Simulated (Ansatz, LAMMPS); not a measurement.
# Gap against volume in amorphous 83SiO2-17PbO (mol %) (150 atoms)

Density of this cell: 3.48 g/cm³. The cell holds 150 atoms: 44 Si, 9 Pb and 97 O. Cell: a = 13.057 Å, b = 13.281 Å, c = 12.836 Å, α = 90.8°, β = 91.5°, γ = 87.1°. The starting structure: 150 atoms (44 Si, 9 Sr, 97 O) placed at random at 2.63 g/cm³, melted at 5000 K for 10 ps at fixed volume with the Morse and Coulomb pair potential with partial charges (Pedone, Malavasi, Menziani, Cormack and Segre, J. Phys. Chem. B 110, 11780 (2006)). Quenched from 5000 K to 300 K at 50 K/ps and fixed volume, held 10 ps at zero pressure, then minimised at fixed cell. Then Sr was replaced by Pb and the cell scaled by 1.008 (the potential has no terms for the new elements, so the cell is a start for a DFT relaxation).

Calculated with Ansatz 0.2.0: Kohn-Sham DFT, PBE, PAW (set soft_2), plane waves; cutoff 420 eV, Γ point, gaussian smearing of 0.025 eV. The relaxed cell was scaled evenly and the atoms were relaxed at each volume. The gap is that between the highest filled and the lowest empty Kohn-Sham level on the run's k-points.

| volume (Å³/atom) | gap (eV) |
| --- | --- |
| 13.333 | 3.560 |
| 13.925 | 3.422 |
| 14.370 | ? |
| 14.814 | 3.367 |
| 15.259 | 3.327 |
| 15.703 | 3.264 |

**Question.** Fit a straight line in ln V to the rows given and interpolate to the withheld row.

**Working.**

A volume deformation potential makes the spacing linear in u = ln(V/V0), with V0 = 14.814 Å³ the relaxed volume; v is the spacing.

| u = ln(V/V0) | v (eV) |
| --- | --- |
| -0.105361 | 3.5603 |
| -0.0618752 | 3.4223 |
| 0 | 3.3674 |
| 0.0295581 | 3.3274 |
| 0.0582689 | 3.2635 |

With n = 5: mean u = -0.0158818, mean v = 3.38818, Σ(u − ū)² = 0.017937, Σ(u − ū)(v − v̄) = -0.029307. Slope b = -0.029307 / 0.017937 = -1.6339; intercept a = v̄ − b ū = 3.3622.

At the withheld volume u = -0.03046, and v = a + b u.

Prediction at 14.370: 3.412 eV. The run gave 3.396 eV, so the fit is high by 0.016 eV (0.49 % of the value).

The slope, -1.63 eV, says that the spacing narrows on expansion. Among the rows given, the largest miss of the fit is at 13.925, by 0.041 eV (14 % of the range of the table).

Limits: The table spans 16 % in volume, wide for a linear law. Semilocal functionals tend to put gaps under measured ones. Only the Γ point is sampled. Atoms move by up to 0.6 Å in these relaxations, so the structure changes along the series. Defect or tail levels can set the spacing of a disordered cell. Spin–orbit coupling is left out, which matters for the levels of the heavy elements.

[Hosts, paths, dates, database ids (printed as entryN), source tags and the programs' standing remarks are cut or masked in the printed files.]
